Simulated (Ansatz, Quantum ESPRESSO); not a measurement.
# KSrBr3 (Pm-3m): modes at Γ and the response to a field

Which modes does KSrBr3 (Pm-3m) have at the zone centre?

Program: Quantum ESPRESSO 7.5. Level of theory: DFT PBE, scalar-relativistic, plane waves, GBRV ultrasoft pseudopotentials. Results are calculated unless marked as measured.

Report form: the programs' logs are mostly left out.

The structure was built from a prototype and need not be the compound's stable phase.

### 1. Set-up

Symmetry: Pm-3m, No. 221, cubic system. Conventional cell: a = 5.739 Å, b = 5.739 Å, c = 5.739 Å, α = 90.00°, β = 90.00°, γ = 90.00°. K has 12 Br at 4.06 Å nearest. Nearest to Sr lie 6 Br at 2.87 Å. Nearest to Br lie 2 Sr at 2.87 Å and 4 K at 4.06 Å. Farther neighbours and most contacts between anions are not listed.

### 2. A first look

Before anything dear is run, a loose run with smearing shows whether this is a metal and how far the cell is from rest.

The input, probe.in:

```
&control
   calculation = 'scf'
   prefix = 'x'
   outdir = './tmp'
   pseudo_dir = './pseudo'
   tprnfor = .true.
   tstress = .true.
   verbosity = 'high'
/
&system
   ibrav = 1
   celldm(1) = 10.84425006
   nat = 5
   ntyp = 3
   ecutwfc = 40.0
   ecutrho = 240.0
   occupations = 'smearing'
   smearing = 'gaussian'
   degauss = 0.01
/
&electrons
   conv_thr = 1.0d-07
   mixing_beta = 0.7
   electron_maxstep = 100
/
ATOMIC_SPECIES
 K      39.0983  K.upf
 Sr     87.6200  Sr.upf
 Br     79.9040  Br.upf
ATOMIC_POSITIONS crystal
 K      0.000000000   0.000000000   0.000000000
 Sr     0.500000000   0.500000000   0.500000000
 Br     0.000000000   0.500000000   0.500000000
 Br     0.500000000   0.000000000   0.500000000
 Br     0.500000000   0.500000000   0.000000000
K_POINTS automatic
 4 4 4 0 0 0
```

Launch:

```bash
> OMP_NUM_THREADS=1 mpirun -n 4 pw.x -nk 4 -in probe.in > probe.out
```

Wall time 14 s (4 MPI ranks of AMD EPYC 7R13 (Zen 3), shared host).

Read from the output:

```
volume per atom   : 37.79 Å³
pressure          : 2.569 GPa
gap on the k-mesh : 3.884 eV
```

A gap of 3.9 eV opens on this mesh, so the crystal is taken as an insulator; the start stands at 2.6 GPa.

### 3. Relaxing the cell and atoms

The harmonic expansion starts where the forces on the atoms vanish, and stress shifts the frequencies, so cell and atoms are relaxed with tight thresholds.

The input, relax.in:

```
&control
   calculation = 'vc-relax'
   prefix = 'x'
   outdir = './tmp'
   pseudo_dir = './pseudo'
   tprnfor = .true.
   tstress = .true.
   forc_conv_thr = 2.0d-05
   etot_conv_thr = 1.0d-07
   nstep = 40
/
&system
   ibrav = 1
   celldm(1) = 10.84425006
   nat = 5
   ntyp = 3
   ecutwfc = 40.0
   ecutrho = 240.0
   occupations = 'fixed'
   nbnd = 22
/
&electrons
   conv_thr = 1.0d-11
   mixing_beta = 0.7
   electron_maxstep = 100
/
&ions
/
&cell
   press_conv_thr = 0.1
/
ATOMIC_SPECIES
 K      39.0983  K.upf
 Sr     87.6200  Sr.upf
 Br     79.9040  Br.upf
ATOMIC_POSITIONS crystal
 K      0.000000000   0.000000000   0.000000000
 Sr     0.500000000   0.500000000   0.500000000
 Br     0.000000000   0.500000000   0.500000000
 Br     0.500000000   0.000000000   0.500000000
 Br     0.500000000   0.500000000   0.000000000
K_POINTS automatic
 4 4 4 0 0 0
```

Launch:

```bash
> OMP_NUM_THREADS=1 mpirun -n 4 pw.x -nk 4 -in relax.in > relax.out
```

It took 100 s on 4 MPI ranks.

Relaxation path:

```tsv
step	energy less that of the first step (eV)	largest force (eV/Å)	pressure (GPa)	volume (Å³)
1	0.0000	0.0000	2.57	188.97
2	-0.0369	0.0000	2.19	191.46
3	-0.0711	0.0000	1.79	194.22
4	-0.1107	0.0000	1.25	198.41
5	-0.1457	0.0000	0.52	204.80
6	-0.1540	0.0000	0.04	209.63
7	-0.1541	0.0000	0.00	210.10
8	-0.1541	0.0000	0.00	210.12
9	-0.1918	0.0000	0.13	210.12
```

```tsv
conventional cell, symmetrised	before	after	change
a (Å)	5.739	5.945	+3.6 %
b (Å)	5.739	5.945	+3.6 %
c (Å)	5.739	5.945	+3.6 %
volume (Å³/atom)	37.79	42.02	+11.2 %
```

Final coordinates:

```
CELL_PARAMETERS angstrom
5.94503 0.00000 0.00000
0.00000 5.94503 0.00000
0.00000 0.00000 5.94503
ATOMIC_POSITIONS crystal
K 0.00000 0.00000 0.00000
Sr 0.50000 0.50000 0.50000
Br 0.00000 0.50000 0.50000
Br 0.50000 0.00000 0.50000
Br 0.50000 0.50000 0.00000
```

The last row of the table of steps is pw.x's closing run on a basis chosen anew for the final cell, so its energy can jump.

Read from the output:

```
volume per atom   : 42.02 Å³
pressure          : 0.126 GPa
gap on the k-mesh : 3.746 eV
```

The volume changes by +11.2 % from the cell with which this run began.

### 4. Self-consistent run for the response

The response is built on this ground state, so it is converged far tighter than an energy would need. With a gap, occupations are fixed, which also allows the response to an electric field.

The input, scf.in:

```
&control
   calculation = 'scf'
   prefix = 'x'
   outdir = './tmp'
   pseudo_dir = './pseudo'
   tprnfor = .true.
   tstress = .true.
/
&system
   ibrav = 1
   celldm(1) = 11.2344865
   nat = 5
   ntyp = 3
   ecutwfc = 40.0
   ecutrho = 240.0
   occupations = 'fixed'
   nbnd = 22
/
&electrons
   conv_thr = 1.0d-12
   mixing_beta = 0.7
   electron_maxstep = 100
/
ATOMIC_SPECIES
 K      39.0983  K.upf
 Sr     87.6200  Sr.upf
 Br     79.9040  Br.upf
ATOMIC_POSITIONS crystal
 K      0.000000000   0.000000000   0.000000000
 Sr     0.500000000   0.500000000   0.500000000
 Br     0.000000000   0.500000000   0.500000000
 Br     0.500000000   0.000000000   0.500000000
 Br     0.500000000   0.500000000   0.000000000
K_POINTS automatic
 4 4 4 0 0 0
```

Launch:

```bash
> OMP_NUM_THREADS=1 mpirun -n 4 pw.x -nk 4 -in scf.in > scf.out
```

Run time: 20 s. Hardware: 4 MPI ranks.

The cell stands at 0.13 GPa, close enough for phonons.

### 5. Zone-centre response

At q = 0 one unit cell holds all displacements; symmetry groups them into irreducible representations that are solved one by one. The response to a field gives ε∞ and the Born charges, which polar modes need.

The input, ph.in:

```
phonons
&inputph
   prefix = 'x'
   outdir = './tmp'
   fildyn = 'g.dyn'
   tr2_ph = 1.0d-18
   epsil = .true.
/
0.000000000 0.000000000 0.000000000
```

Launch:

```bash
> OMP_NUM_THREADS=1 mpirun -n 4 ph.x -nk 4 -in ph.in > ph.out
```

The job ended after 8.8 min (4 MPI ranks; 35 min of CPU time).

This step gave:

| Property | Result |
| --- | --- |
| miss of the charge sum rule | 0.02387 e |
| largest acoustic frequency at the zone centre before the sum rule | -2.42 cm⁻¹ |
| highest optical zone-centre mode (no LO-TO term) | 173.0 cm⁻¹ |
| lowest optical zone-centre mode | -52.38 cm⁻¹ |
| mean high-frequency dielectric constant | 2.655 |
| largest Born charge in size (third of the trace) | 2.416 e |

Born charge (rows field, columns displacement), before the sum rule (e), principal values of the symmetric part by kind of site:

```tsv
atom	atoms with these values	low	middle	high	mean
K1	1	1.29	1.29	1.29	1.29
Sr2	1	2.42	2.42	2.42	2.42
Br3	3	-2.01	-0.86	-0.86	-1.24
```

In full for K1:

```
1.29 0.00 0.00
0.00 1.29 0.00
0.00 0.00 1.29
```

High-frequency dielectric tensor:

```
2.66 0.00 0.00
0.00 2.66 0.00
0.00 0.00 2.66
```

The acoustic modes at Γ come out as far as 2.4 cm⁻¹ from zero, where they should vanish, a small numerical error; the Born charges miss their sum rule by 0.024 e, which is fair. The lowest optical mode is imaginary, 52i cm⁻¹, an instability at this level and on this k mesh.

### 6. Zone-centre analysis

A rigid shift of the crystal must cost nothing, but grids and finite bases break this; the acoustic sum rule is imposed before the matrix is diagonalised again. With Born charges the intensities follow; a static dielectric tensor has no meaning with imaginary modes.

The input, dynmat.in:

```
&input
   fildyn = 'g.dyn'
   asr = 'simple'
   fileig = 'dynmat.eig'
   lperm = .true.
/
```

Launch:

```bash
> dynmat.x -in dynmat.in > dynmat.out
```

It took 0.92 s on 1 thread.

This step gave:

| Quantity | Value |
| --- | --- |
| highest optical zone-centre mode (no LO-TO term) | 173.1 cm⁻¹ |
| lowest optical zone-centre mode | -52.78 cm⁻¹ |

Unit eigenvectors of the mass-weighted matrix after the sum rule; no LO-TO term. Modes at Γ, with each element's share of the kinetic energy (negative means imaginary):

```tsv
mode	frequency (cm⁻¹)	K %	Sr %	Br %
1	-52.8	78	0	22
2	-52.8	78	0	22
3	-52.8	78	0	22
4	-18.7	0	0	100
5	-18.7	0	0	100
6	-18.7	0	0	100
7	0.0	11	24	65
8	0.0	11	24	65
9	0.0	11	24	65
10	54.8	11	35	54
11	54.8	11	35	54
12	54.8	11	35	54
13	173.1	0	41	59
14	173.1	0	41	59
15	173.1	0	41	59
```

Displacements in mode 1 (-52.8 cm⁻¹), the largest set to 1:
```
K1  -0.17 -0.02  1.00
Sr2  0.00  0.00  0.03
Br3  0.00  0.01 -0.26
Br4  0.04  0.00 -0.26
Br5  0.04  0.01  0.00
```

Displacements in mode 11 (54.8 cm⁻¹), the largest set to 1:
```
K1   0.06 -0.47 -0.84
Sr2 -0.07  0.56  1.00
Br3 -0.06 -0.41 -0.73
Br4  0.05  0.43 -0.73
Br5  0.05 -0.41  0.77
```

Degenerate modes summed, no LO-TO term; imaginary modes left out. Infrared lines, with heights relative to the strongest:

```tsv
position (cm⁻¹)	lines merged	label	IR intensity, relative
55	3	T1u	4.0
173	3	T1u	100
```

The rule also moves an optical mode by 0.4 cm⁻¹.

### 7. Sum rules set otherwise (asr crystal)

The rule can be imposed in more than one way; the choices should agree where the raw error is small.

The input, dynmat.in:

```
&input
   fildyn = 'g.dyn'
   asr = 'crystal'
   fileig = 'dynmat.eig'
   lperm = .true.
/
```

Launch:

```bash
> dynmat.x -in dynmat.in > dynmat.out
```

The job ended after 0.79 s (1 thread).

This step gave:

- highest optical zone-centre mode (no LO-TO term): 173.0 cm⁻¹
- lowest optical zone-centre mode: -52.47 cm⁻¹

Zone-centre frequencies as printed; negative means imaginary. Modes:

```tsv
mode	frequency (cm⁻¹)
1	-52.47
2	-52.47
3	-52.47
4	-18.76
5	-18.76
6	-18.76
7	0
8	0
9	0
10	54.68
11	54.68
12	54.68
13	173
14	173
15	173
```

Against the first rule no mode moves by more than 0.4 cm⁻¹.

### 8. Sum rules set otherwise: a sum rule for molecules or wires on a crystal

This rule also removes rotations, which suits wires and not a crystal; it is tried to see the harm.

The input, dynmat.in:

```
&input
   fildyn = 'g.dyn'
   asr = 'one-dim'
   fileig = 'dynmat.eig'
   lperm = .true.
/
```

Launch:

```bash
> dynmat.x -in dynmat.in > dynmat.out
```

Run time: 0.84 s. Hardware: 1 thread.

The run ended normally, but on settings that are not sound.

The fault: a sum rule for molecules or wires on a crystal; 1 optical mode is projected out to zero frequency, as if it were a rotation.

For a crystal the rule has to be 'simple' or 'crystal'.

Zone-centre frequencies as printed; negative means imaginary. Modes:

```tsv
mode	frequency (cm⁻¹)
1	-52.47
2	-52.47
3	-44.11
4	-18.76
5	-18.76
6	0
7	0
8	0
9	0
10	38.06
11	54.68
12	54.68
13	172.7
14	173
15	173
```

### 9. Modes along a direction of q (1 0 0)

A longitudinal polar mode sets up a macroscopic field that stiffens it; the term hangs on the direction from which q goes to zero.

The input, dynmat.in:

```
&input
   fildyn = 'g.dyn'
   asr = 'simple'
   fileig = 'dynmat.eig'
   q(1) = 1.0
   q(2) = 0.0
   q(3) = 0.0
/
```

Launch:

```bash
> dynmat.x -in dynmat.in > dynmat.out
```

Elapsed: 0.8 s, on 1 thread.

Numbers from this step:

- highest mode moved by the LO-TO term: 202.7 cm⁻¹

Zone-centre frequencies as printed; negative means imaginary. Modes:

```tsv
mode	frequency (cm⁻¹)
1	-52.78
2	-52.78
3	-18.66
4	-18.66
5	-18.66
6	0
7	0
8	0
9	32.49
10	54.77
11	54.77
12	61.64
13	173.1
14	173.1
15	202.7
```

The field moves 3 modes; the highest of them now lies at 203 cm⁻¹, where the highest that moved away lay at 173.

### 10. The same in Ansatz

The same cell goes through another code, with its own cutoff. The potentials differ. Its k mesh is centred on Γ.

This step: DFT PBE, scalar-relativistic, plane waves, PseudoDojo norm-conserving pseudopotentials (Ansatz 0.2.0).

The input, input.yaml:

```yaml
crystal:
  lattice:
    - [5.945034234, 0.0, 0.0]
    - [0.0, 5.945034234, 0.0]
    - [0.0, 0.0, 5.945034234]
  atoms:
    - { symbol: K, position: [0.0, 0.0, 0.0] }
    - { symbol: Sr, position: [0.5, 0.5, 0.5] }
    - { symbol: Br, position: [0.0, 0.5, 0.5] }
    - { symbol: Br, position: [0.5, 0.0, 0.5] }
    - { symbol: Br, position: [0.5, 0.5, 0.0] }
kpoints:
  mp_grid: { grid: [4, 4, 4] }
hamiltonian:
  xc: pbe
  pseudopotentials: { kind: nc, accuracy: standard }
scf:
  occupations: { method: fixed }
output:
  eigenvalues: true
phonons:
  method: dfpt
  dielectric: true
  rigid_motions: translations
```

Launch:

```bash
> ansatz run input.yaml --threads 4 --pin off --max-ram 8192MiB --backend cpu --events-out ev --progress --plain --runs-dir out
```

Elapsed: 79 s, on 4 threads; peak memory 2.9 GiB.

Read from the output:

```
sum-rule residual before enforcement             : 1.11e-4 eV/Å²
miss of the charge sum rule                      : 0.01363 e
estimated error of the dielectric tensor         : 0.007487
estimated error of the Born charges              : 0.01838 e
highest optical zone-centre mode (no LO-TO term) : 172.9 cm⁻¹
lowest optical zone-centre mode                  : -52.59 cm⁻¹
mean high-frequency dielectric constant          : 2.651
largest Born charge in size (third of the trace) : 2.421 e
highest mode moved by the LO-TO term             : 202.5 cm⁻¹
```

Transverse modes; imaginary modes left out. Lines of the infrared spectrum (strongest = 100):

```tsv
position (cm⁻¹)	label	IR intensity ((D/Å)²/amu), degenerate modes summed, relative
55	T1u	4.1
173	T1u	100
```

### 11. The two compared: QE GBRV and Ansatz, PseudoDojo

Numbers from this step:

```
root-mean-square difference : 0.16 cm⁻¹
largest difference          : 0.23 cm⁻¹
```

The 12 of 12 modes that differ most. Frequencies side by side:

```tsv
q (reciprocal lattice)	mode	QE GBRV (cm⁻¹)	Ansatz, PseudoDojo (cm⁻¹)
0 0 0	1	-52.78	-52.59
0 0 0	2	-52.78	-52.59
0 0 0	3	-52.78	-52.59
0 0 0	4	-18.66	-18.65
0 0 0	5	-18.66	-18.65
0 0 0	6	-18.66	-18.65
0 0 0	10	54.77	54.91
0 0 0	11	54.77	54.91
0 0 0	12	54.77	54.91
0 0 0	13	173.1	172.9
0 0 0	14	173.1	172.9
0 0 0	15	173.1	172.9
```

The two runs side by side. Further quantities:

```tsv
quantity	QE GBRV	Ansatz, PseudoDojo
mean ε∞	2.655	2.651
largest Born charge in size (e; the first before, the second after the charge sum rule)	2.416	2.421
```

At the zone centre the largest difference (acoustic modes at Γ apart) is 0.1 % of the highest mode.

### 12. Outcome

| Quantity | Value |
| --- | --- |
| space group after relaxation | Pm-3m |
| volume per atom | 42.0 Å³ |
| gap on the k-mesh | 3.75 eV |
| highest optical zone-centre mode (no LO-TO term) | 173.1 cm⁻¹ |
| lowest optical zone-centre mode | -52.8 cm⁻¹ |
| highest mode moved by the LO-TO term | 202.7 cm⁻¹ |
| mean high-frequency dielectric constant | 2.66 |
| largest Born charge in size (third of the trace) | 2.42 e |
| imaginary optical modes at the zone centre (no q mesh in this session) | yes |
| largest difference from Ansatz, PseudoDojo | 0.23 cm⁻¹ |

At the PBE level the optical modes of KSrBr3 (Pm-3m) at the zone centre (no LO-TO term) run from 53i to 173 cm⁻¹, so the structure is a saddle point, with 6 modes beyond 10i cm⁻¹ there. Along the directions run, the highest mode that the macroscopic field moves lies at 203 cm⁻¹. Of the 12 optical modes, 9 are infrared active alone and 3 are silent. QE GBRV and Ansatz, PseudoDojo agree to 0.23 cm⁻¹ (0.1 % of the highest mode compared) on all solved modes but the acoustic ones at Γ, without the LO-TO term. These are harmonic frequencies at zero temperature: anharmonic shifts and linewidths and thermal expansion are left out. The structure is a hypothetical one, built on a prototype.

[Host names and launcher messages were left out of these logs when they were recorded.]

[Logs are printed without paths, hosts, clocks, repeated set-up lines and the standing remarks that a program may print on its own settings, such as how far it seeks lower states.]

[Hosts, paths, dates, database ids (printed as entryN), source tags and the programs' standing remarks are cut or masked in the printed files.]
